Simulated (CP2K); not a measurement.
Acrylic acid has these distinct C atoms: C1 (bonded to C and 2 H), C2 (bonded to 2 C and H) and C3 (bonded to C and 2 O).

```xyz
9

C    -1.5687   -0.2093   -0.2385
C    -0.4658    0.3596    0.2623
C     0.8836   -0.1538   -0.0745
O     1.8612    0.5960    0.5468
O     1.1438   -1.1061   -0.7973
H    -1.4932   -1.0675   -0.9070
H    -2.5601    0.1695    0.0070
H    -0.5109    1.2190    0.9310
H     2.7100    0.1927    0.2703
```

Their partial C K spectra (CP2K XAS_TDP, all-electron GAPW, PBEh(45%), aug-cc-pVDZ, TDA, GW2X-corrected core level, no relativity) are given in random order, each times the number of alike atoms.

Gaussian full width 0.5 eV, oscillator strength per eV, alike atoms added, rows of zeros left out:

```tsv
E (eV)	curve 1	curve 2	curve 3
285.75	0.000	0.000	0.001
286.00	0.000	0.000	0.012
286.25	0.000	0.001	0.067
286.50	0.000	0.015	0.095
286.75	0.000	0.057	0.034
287.00	0.000	0.054	0.003
287.25	0.000	0.013	0.000
287.50	0.000	0.001	0.000
289.50	0.007	0.000	0.000
289.75	0.056	0.000	0.000
290.00	0.120	0.000	0.000
290.25	0.065	0.000	0.000
290.50	0.009	0.007	0.001
290.75	0.000	0.036	0.009
291.00	0.000	0.055	0.016
291.25	0.000	0.027	0.012
291.50	0.000	0.014	0.024
291.75	0.000	0.013	0.029
292.00	0.000	0.005	0.010
292.25	0.000	0.002	0.005
292.50	0.000	0.004	0.015
292.75	0.000	0.007	0.020
293.00	0.000	0.015	0.010
293.25	0.000	0.019	0.012
293.50	0.000	0.016	0.021
293.75	0.000	0.014	0.020
294.00	0.000	0.021	0.011
294.25	0.002	0.017	0.010
294.50	0.015	0.009	0.013
294.75	0.037	0.008	0.008
295.00	0.023	0.007	0.006
295.25	0.005	0.008	0.009
295.50	0.003	0.011	0.005
295.75	0.004	0.007	0.004
296.00	0.003	0.007	0.005
296.25	0.005	0.009	0.004
296.50	0.016	0.006	0.006
296.75	0.038	0.005	0.003
297.00	0.036	0.004	0.001
297.25	0.014	0.007	0.001
297.50	0.016	0.016	0.003
297.75	0.016	0.013	0.012
298.00	0.014	0.008	0.015
298.25	0.027	0.011	0.007
298.50	0.022	0.016	0.007
298.75	0.023	0.022	0.008
```

**Question.** Which curve belongs to which atom?

Curve 1: C3 (bonded to C and 2 O), leading line at 290.01 eV (f = 0.064 an atom), ionisation energy 296.79 eV, term value 6.78 eV. Curve 2: C2 (bonded to 2 C and H), leading line at 286.87 eV (f = 0.035 an atom), ionisation energy 292.84 eV, term value 5.97 eV. Curve 3: C1 (bonded to C and 2 H), leading line at 286.44 eV (f = 0.053 an atom), ionisation energy 293.06 eV, term value 6.62 eV. The leading line of an atom is its first one with 35 % of the strongest within 2.5 eV of its lowest line over the strength cut. A line lies at the core ionisation energy, which rises as an atom loses charge to its neighbours or to a π system, less the term value, which is large for a low π* or σ* orbital with weight on that atom.

[Banner, clock and machine lines of the logs are left out without a mark of their own.]

[Logs are printed without paths, hosts, clocks, repeated set-up lines and the standing remarks that a program may print on its own settings, such as how far it seeks lower states.]

[Hosts, paths, dates, database ids (printed as entryN), source tags and the programs' standing remarks are cut or masked in the printed files.]
